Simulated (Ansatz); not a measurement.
# LuPOs: relaxing a made-up structure, part 2 of 2

Starting from a made-up structure for LuPOs, the aim is the relaxed cell, its shortest contacts and, where a second run follows, its electronic structure.

Ansatz 0.2.0; DFT, PBEsol, plane-wave PAW, files of the set soft_1, scalar-relativistic, no spin, cell and ions relaxed at zero pressure; PAW set soft_1 (the session's first sound run).

So far: The starting structure; Relaxing cell and atoms. The relaxed cell has a = 3.925, c = 8.034 Å (conventional setting).

## 3. Electronic structure of the relaxed cell

A second self-consistent run takes a narrower smearing and the mesh shown in its input; the bands follow along the standard path of the relaxed lattice.

This step: DFT, PBEsol, plane-wave PAW, files of the set soft_1, scalar-relativistic, no spin, bands and density of states at the relaxed cell; PAW set soft_1 (Ansatz 0.2.0).

The input, input.yaml:

```yaml
crystal:
  lattice:
    - [3.9247298657, 0.0, 0.0]
    - [-1.9623649328, 3.3989157667, 0.0]
    - [0.0, 0.0, 8.0339792276]
  atoms:
    - { symbol: Os, position: [0.3333333333, 0.6666666667, 0.2640666576] }
    - { symbol: Os, position: [0.6666666667, 0.3333333333, 0.7640666576] }
    - { symbol: Lu, position: [0.0, 0.0, 1.0140683256] }
    - { symbol: Lu, position: [0.0, 0.0, 0.5140683256] }
    - { symbol: P, position: [0.6666666667, 0.3333333333, 0.2640650168] }
    - { symbol: P, position: [0.3333333333, 0.6666666667, 0.7640650168] }
kpoints:
  mp_grid: { grid: [10, 10, 4] }
  band_path:
    path:
      - [[0.0, 0.0, 0.0], [0.5, 0.0, 0.0], [0.33333333, 0.33333333, 0.0], [0.0, 0.0, 0.0], [0.0, 0.0, 0.5], [0.5, 0.0, 0.5], [0.33333333, 0.33333333, 0.5], [0.0, 0.0, 0.5]]
      - [[0.5, 0.0, 0.5], [0.5, 0.0, 0.0]]
      - [[0.33333333, 0.33333333, 0.0], [0.33333333, 0.33333333, 0.5]]
    npoints: 8
scf:
  occupations: { method: fermi_dirac, width: 0.03 }
  n_extra_bands: 10
hamiltonian:
  xc: pbesol
  pseudopotentials: { kind: paw, azcp: { folder: soft_1 }, xc_functional: pbe }
output:
  forces: true
  stress: true
  write_bands: true
  dos: { projected: true }
  write_density: true
  write_potential: true
  elf: true
  volumetric_format: npy
```

Command:

```bash
$ ansatz run input.yaml --threads 4 --pin off --max-ram 10240MiB --backend cpu --events-out ev --progress --plain --runs-dir out
```

Numbers of over 12 decimals in the logs are rounded to 6 here.

Log:

```text
Warning: the atoms were moved onto the symmetric positions of the space group found under crystal.symmetry.tolerance 1.0e-5 (fractional; no operation is sought that the atoms, as they stand in a round, miss by more than twice it, and no atom is moved by as much as it), and the run uses the moved positions. Before a round's move an operation carried an atom to 2.67e-5 Å from where it should land, the largest such dist [...]
Lu: projections on atomic orbitals take those of the free atom [Kr 4d10] 4f14 5s2 5p6 5d1 6s2, of charge +0.00 (hamiltonian.pseudopotentials.projection_atoms); the dataset's partial waves leave at most 4.6e-5 of an orbital's norm unspanned inside its sphere
[...]
Crystal: 6 atoms, lattice volume = 107.172 Å³
Basis set: ecut = 420 eV, 2091 PW (Γ), exchange–correlation on 54×54×108 points (8 copies of the dense FFT grid, shifted against one another)
Bands: 56, of which v1, the nominal top of the filled ones, is band 46 counted from 1 (45 counted from 0)
Symmetry: 24 space group operations
[...]
k-points: 42 of 400
[...]
SCF iter   1: F=—  HF=-53216.423134 eV  |F-HF|=—  |Δ(HF+E_count)|=         —  Δρ=9.65e-2  dr2=1.59e1  ethr=3.10e-3  ⟨swp⟩=7.8  Hψ=11002  notcnv=0  defer=2
[...]
SCF iter  10: F=-53213.241901 eV  HF=-53213.241901 eV  |F-HF|=1.13e-8  |Δ(HF+E_count)|=   4.09e-8  Δρ=2.77e-6  dr2=1.60e-8  ethr=1.09e-10  ⟨swp⟩=23.4  Hψ=28778  notcnv=0
SCF 1 converged in 10 iterations: F = -53213.241901 eV  dr2 = 1.60e-8
  Residual-converged pass: ⟨swp⟩=1.1  Hψ=2524  notcnv=0  max |occ|·‖R‖ = 7.0e-9 eV (tolerance 1.0e-8 eV)  dr2=1.60e-8  dr2_onsite=3.19e-9  max |Δocc| = 2.0e-11
[...]
NSCF: frozen V_eff on 75 k-points
SCF converged after 10 iterations
Free energy (F): -53213.241901 eV
[...]
Internal energy: -53213.229545 eV  (E = F + TS)
E sigma→0 (E₀):  -53213.235723 eV
Entropy (-TS):   -0.012355 eV (-2.059 meV/atom)
Fermi energy:    16.885915 eV
[...]
--- Stress (GPa, compression-positive) ---
       -0.424834      -0.000000      -0.000000
       -0.000000      -0.424834      -0.000000
       -0.000000      -0.000000       0.409699
  P = ⅓ Tr σ = -0.1467 GPa (-1.467 kbar)
--- Band table (eV; the first three rows and the last of 42) ---
  k-point 0: bands = [... 42 lower, 15.5767, 16.0011, 17.5769, 17.8422, 17.8422, 19.3577, 19.3701, 19.3701, ... 6 higher]
  k-point 1: bands = [... 42 lower, 15.3015, 15.9410, 17.7786, 18.2928, 18.2928, 18.6852, 19.5481, 19.5481, ... 6 higher]
  k-point 2: bands = [... 42 lower, 15.5945, 15.5945, 18.1582, 18.1582, 19.2484, 19.2484, 19.2484, 19.2484, ... 6 higher]
  k-point 41: bands = [... 42 lower, 15.0152, 15.0152, 16.2869, 16.2869, 17.2376, 17.2376, 18.3607, 18.3607, ... 6 higher]
```

It took 12 s on 4 threads of Arm Neoverse V1, shared host; peak memory 0.64 GiB; 47 s of CPU time.

Reading the cycles: dr2 is the Hartree energy of the density residual (eV), the measure of convergence; HF is the Harris–Foulkes estimate of the energy, which meets the free energy F at convergence.

This step gave:

```
free energy             : -53213.2419 eV
energy at zero smearing : -53213.2357 eV
smearing term TS        : 0.01236 eV
Fermi energy            : 16.89 eV
symmetry operations     : 24
pressure                : -0.1467 GPa
```

bands.tsv at the labelled points (eV, zero at the Fermi level; the bands that come nearest the Fermi level along the path):

| point | band 43 | band 44 | band 45 | band 46 | band 47 | band 48 | band 49 | band 50 |
| --- | --- | --- | --- | --- | --- | --- | --- | --- |
| Γ | -1.31 | -0.88 | 0.69 | 0.96 | 0.96 | 2.47 | 2.48 | 2.48 |
| M | -1.92 | -1.75 | -1.39 | -0.47 | -0.19 | 0.14 | 0.39 | 2.27 |
| K | -2.01 | -1.86 | -0.57 | -0.57 | -0.03 | -0.03 | 2.18 | 2.18 |
| Γ | -1.31 | -0.88 | 0.69 | 0.96 | 0.96 | 2.47 | 2.48 | 2.48 |
| A | -1.29 | -1.29 | 1.27 | 1.27 | 2.36 | 2.36 | 2.36 | 2.36 |
| L | -1.73 | -1.73 | -0.73 | -0.73 | -0.29 | -0.29 | 1.18 | 1.18 |
| H | -1.92 | -1.92 | -0.63 | -0.63 | 0.44 | 0.44 | 1.48 | 1.48 |
| A | -1.29 | -1.29 | 1.27 | 1.27 | 2.36 | 2.36 | 2.36 | 2.36 |
| L | -1.73 | -1.73 | -0.73 | -0.73 | -0.29 | -0.29 | 1.18 | 1.18 |
| M | -1.92 | -1.75 | -1.39 | -0.47 | -0.19 | 0.14 | 0.39 | 2.27 |
| K | -2.01 | -1.86 | -0.57 | -0.57 | -0.03 | -0.03 | 2.18 | 2.18 |
| H | -1.92 | -1.92 | -0.63 | -0.63 | 0.44 | 0.44 | 1.48 | 1.48 |

Counts of states for the cell as run, both spins, by energy window (eV from the Fermi level):

| from | to | total |
| --- | --- | --- |
| -8 | -7 | 0.00 |
| -7 | -6 | 3.59 |
| -6 | -5 | 3.54 |
| -5 | -4 | 31.70 |
| -4 | -3 | 1.60 |
| -3 | -2 | 6.48 |
| -2 | -1 | 4.79 |
| -1 | 0 | 4.25 |
| 0 | 1 | 3.43 |
| 1 | 2 | 2.94 |
| 2 | 3 | 2.26 |

Below -8 eV lie 36.0 more states.

ELF in the ac plane at fractional y = 0.333, with atoms of Os and P within 0.2 Å of it. It is the smooth field of the valence electrons, not physical close to the nuclei.

Values, 24 rows by 14 columns, each cell a mean:
```
0.09 0.08 0.09 0.08 0.08 0.13 0.23 0.35 0.39 0.40 0.40 0.37 0.28 0.17
0.19 0.12 0.09 0.10 0.16 0.27 0.37 0.40 0.40 0.39 0.39 0.40 0.38 0.31
0.35 0.29 0.25 0.27 0.33 0.38 0.37 0.35 0.38 0.42 0.40 0.36 0.35 0.37
0.43 0.47 0.47 0.48 0.46 0.37 0.32 0.42 0.53 0.57 0.56 0.47 0.34 0.33
0.44 0.53 0.55 0.54 0.49 0.35 0.35 0.53 0.58 0.53 0.56 0.56 0.40 0.31
0.44 0.54 0.56 0.55 0.49 0.34 0.37 0.56 0.57 0.46 0.52 0.58 0.43 0.31
0.44 0.52 0.54 0.54 0.49 0.35 0.34 0.51 0.58 0.57 0.58 0.55 0.39 0.31
0.42 0.43 0.42 0.43 0.44 0.38 0.33 0.39 0.48 0.54 0.51 0.42 0.33 0.35
0.31 0.24 0.20 0.22 0.29 0.37 0.38 0.36 0.38 0.39 0.38 0.36 0.37 0.37
0.16 0.10 0.08 0.08 0.13 0.23 0.35 0.41 0.41 0.40 0.41 0.41 0.37 0.28
0.08 0.09 0.10 0.09 0.07 0.10 0.18 0.30 0.35 0.36 0.36 0.32 0.23 0.13
0.08 0.12 0.14 0.12 0.08 0.07 0.10 0.16 0.20 0.21 0.20 0.17 0.12 0.08
0.10 0.13 0.15 0.13 0.10 0.10 0.13 0.18 0.21 0.22 0.21 0.19 0.14 0.11
0.20 0.20 0.20 0.20 0.20 0.23 0.30 0.40 0.44 0.46 0.45 0.41 0.33 0.25
0.36 0.33 0.33 0.33 0.34 0.42 0.54 0.65 0.68 0.67 0.67 0.66 0.59 0.47
0.40 0.33 0.32 0.33 0.37 0.51 0.66 0.73 0.63 0.50 0.56 0.70 0.71 0.58
0.38 0.29 0.27 0.28 0.34 0.53 0.71 0.64 0.28 0.07 0.15 0.52 0.74 0.62
0.37 0.27 0.26 0.26 0.33 0.53 0.71 0.56 0.13 0.00 0.04 0.40 0.73 0.63
0.39 0.30 0.28 0.29 0.34 0.53 0.70 0.67 0.37 0.15 0.25 0.58 0.74 0.62
0.40 0.34 0.33 0.34 0.37 0.49 0.64 0.73 0.68 0.59 0.63 0.72 0.69 0.56
0.32 0.30 0.30 0.30 0.31 0.38 0.49 0.60 0.63 0.64 0.64 0.61 0.53 0.42
0.17 0.17 0.18 0.17 0.16 0.18 0.24 0.32 0.36 0.38 0.37 0.33 0.27 0.20
0.09 0.12 0.15 0.13 0.09 0.08 0.11 0.16 0.18 0.19 0.19 0.17 0.12 0.09
0.08 0.11 0.14 0.12 0.08 0.07 0.10 0.18 0.22 0.24 0.23 0.20 0.13 0.08
```
Columns run along a (3.9 Å), rows up along c (8.0 Å). Atoms in or near the plane, at fractional coordinates: Os at (0.67, 0.76), P at (0.67, 0.26).

Valence density in the ac plane at fractional y = 0.333, with atoms of Os and P within 0.2 Å of it. It is the smooth field of the valence electrons, not physical close to the nuclei.

Values in e/Å³, 24 rows by 14 columns, each cell a mean:
```
0.2 0.2 0.2 0.2 0.2 0.1 0.1 0.1 0.2 0.2 0.2 0.1 0.1 0.1
0.2 0.2 0.2 0.2 0.2 0.2 0.2 0.2 0.3 0.3 0.3 0.3 0.2 0.2
0.2 0.2 0.2 0.2 0.2 0.3 0.3 0.5 0.8 1.0 0.9 0.6 0.4 0.3
0.3 0.3 0.3 0.3 0.3 0.4 0.6 1.5 2.9 3.9 3.5 2.0 0.8 0.4
0.4 0.3 0.3 0.3 0.4 0.5 1.0 3.5 6.1 7.5 6.9 4.5 1.7 0.7
0.4 0.4 0.3 0.4 0.4 0.6 1.2 4.2 7.1 8.4 7.9 5.4 2.0 0.7
0.4 0.3 0.3 0.3 0.4 0.5 0.9 3.0 5.5 6.9 6.3 3.9 1.4 0.6
0.3 0.3 0.2 0.2 0.3 0.3 0.5 1.1 2.1 2.8 2.4 1.4 0.6 0.4
0.2 0.2 0.2 0.2 0.2 0.2 0.3 0.4 0.6 0.7 0.7 0.5 0.3 0.3
0.2 0.2 0.2 0.2 0.2 0.2 0.2 0.2 0.2 0.3 0.3 0.2 0.2 0.2
0.2 0.2 0.2 0.2 0.2 0.1 0.1 0.1 0.1 0.1 0.1 0.1 0.1 0.1
0.2 0.2 0.3 0.3 0.2 0.1 0.1 0.1 0.1 0.1 0.1 0.1 0.1 0.1
0.2 0.2 0.3 0.2 0.2 0.1 0.1 0.1 0.1 0.1 0.1 0.1 0.1 0.1
0.2 0.2 0.2 0.2 0.2 0.2 0.2 0.2 0.2 0.2 0.2 0.2 0.2 0.2
0.2 0.2 0.3 0.3 0.2 0.2 0.3 0.3 0.4 0.4 0.4 0.4 0.3 0.2
0.3 0.3 0.3 0.3 0.3 0.3 0.4 0.6 0.6 0.6 0.6 0.6 0.5 0.4
0.4 0.4 0.4 0.4 0.4 0.5 0.6 0.7 0.5 0.3 0.4 0.6 0.7 0.5
0.4 0.4 0.5 0.4 0.4 0.5 0.7 0.7 0.4 0.1 0.3 0.6 0.7 0.6
0.4 0.4 0.4 0.4 0.4 0.4 0.6 0.7 0.6 0.4 0.5 0.7 0.6 0.5
0.3 0.3 0.3 0.3 0.3 0.3 0.4 0.5 0.6 0.6 0.6 0.5 0.4 0.3
0.2 0.2 0.2 0.2 0.2 0.2 0.2 0.3 0.3 0.3 0.3 0.3 0.2 0.2
0.2 0.2 0.2 0.2 0.2 0.2 0.1 0.1 0.2 0.2 0.2 0.1 0.1 0.1
0.2 0.2 0.3 0.3 0.2 0.1 0.1 0.1 0.1 0.1 0.1 0.1 0.1 0.1
0.2 0.2 0.3 0.3 0.2 0.1 0.1 0.1 0.1 0.1 0.1 0.1 0.1 0.1
```
Columns run along a (3.9 Å), rows up along c (8.0 Å). Atoms in or near the plane, at fractional coordinates: Os at (0.67, 0.76), P at (0.67, 0.26).

Electrostatic potential energy in the ac plane at fractional y = 0.333, with atoms of Os and P within 0.2 Å of it. With pseudopotentials it is smooth inside the atoms' cores, unlike the true potential.

Ten even steps from '0' (-47 eV) to '9' (20 eV), each cell a mean:
```
98889999999999
99999999999999
99999998777899
99999985212479
99999862000158
99999861000047
99999872000158
99999986433589
99999999878899
99999999999999
98888999999999
88888999999999
98889999999999
99999999999999
99999999888899
99999987544689
99889984222378
98889873222268
99899985222478
99999997655789
99999999988999
99999999999999
98888999999999
88888999999999
```
Columns run along a (3.9 Å; values clipped at the 3rd and 97th percentile), rows up along c (8.0 Å). Atoms in or near the plane, at fractional coordinates: Os at (0.67, 0.76), P at (0.67, 0.26).

## 4. What came out

```json
{
  "space group, relaxed": "P6_3/mmc",
  "conventional cell": "a = 3.925, b = 3.925, c = 8.034 Å; α = 90.0°, β = 90.0°, γ = 120.0°",
  "volume per atom": "17.86 Å³ (guess 18.62)"
}
```

LuPOs relaxes to P6_3/mmc with a = 3.925, b = 3.925 and c = 8.034 Å. The guessed volume was 4 % too large. The symmetry rose from P6_3mc to P6_3/mmc, so the distortion of the structure type doesn't survive with these elements. Bands cross the Fermi level, so it is a metal or semimetal at this level. On the 10×10×4 mesh with the narrower smearing (relaxed on 7×7×4) the forces vanish, as symmetry may demand, and the largest stress component is 0.425 GPa, against the relaxation's thresholds of 0.015 eV/Å and 0.05 GPa. The cutoff wasn't tested. A vector of the cell changed its length by 15 %, more than the volume shows. Spin-orbit coupling is left out, which can matter for elements this heavy. No dispersion term is used, so weakly bound directions may come out too long. The runs have no spin, and magnetism wasn't tested. Nothing here tests whether the compound is stable against decomposition.

[Logs are printed without paths, hosts, clocks, repeated set-up lines and the standing remarks that a program may print on its own settings, such as how far it seeks lower states.]

[Hosts, paths, dates, database ids (printed as entryN), source tags and the programs' standing remarks are cut or masked in the printed files.]
